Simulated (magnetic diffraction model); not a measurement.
# Cs₂CoSiS₄: what an assumed order does to the neutron pattern

Space group I-42m (no. 121), a = 6.0790 Å, c = 11.9470 Å.

```csv
site,atom,x,y,z
4d,Cs,1/2,0,1/4
2a,Co,0,0,0
8i,S,0.2297,0.7703,0.3788
2b,Si,1/2,1/2,0
```

This is a made-up structure (elements placed in a structure type, unrelaxed), so the numbers test the method and describe no known phase.

Only Co is taken to order (form factors of Co2+); orders and moment sizes are assumed, and not adapted to the symmetry. Radiation: neutrons of λ = 4.2 Å, 8° to 100°; isotropic B of 0.29 Å² (Cs), 0.54 Å² (Co), 0.47 Å² (S) and 0.43 Å² (Si). The intensities are simulated: I ∝ L Σ (|F_N|² + |F_M⊥|²) for unpolarised neutrons, with F_M = 2.695 fm/μB × Σ f(s) S exp(2πi Q·r) exp(−B s²) at Q = H ± k (one set where k and −k are equivalent), only the part normal to Q counting and L = 1/(sin²θ cos θ). For collinear order S is the moment m, which repeats by lattice and centring translations R with the sign exp(−2πi k·R). Form factors are spin-only for 3d ions and dipole or tabulated for f ions, scattering lengths are Sears's of 1992, and absorption is left out. A label names one of the reflections at its angle. The strongest nuclear line in the range is 100, and lines under 0.2 are left out.

Assume the order k = (0 0 0), collinear moments along [100], 2.81 μB on Co.

Predict the pattern, nuclear and magnetic parts apart.

```
2θ (°)    index  nuclear  magnetic
 41.16  (0 0 2)      2.0       7.4
 45.61  (1 0 1)      3.6      14.5
 58.49  (1 1 0)      2.6       3.6
 74.01  (1 1 2)    100.0       6.2
 78.16  (1 0 3)      0.1       7.1
 87.40  (2 0 0)      4.1       1.7
 89.35  (0 0 4)      1.8       1.7
```

The strongest magnetic line in the range is (1 0 1) at 45.61° (14.5). On top of the Lorentz factor, which all lines share, magnetic lines fade with angle because f falls: for Co2+ it is 0.91, 0.71, 0.49 and 0.18 at sin θ/λ = 0.1, 0.2, 0.3 and 0.5 Å⁻¹, while nuclear lengths stay constant. The net moment is 2.81 μB a primitive cell.

[Logs are printed without paths, hosts, clocks, repeated set-up lines and the standing remarks that a program may print on its own settings, such as how far it seeks lower states.]
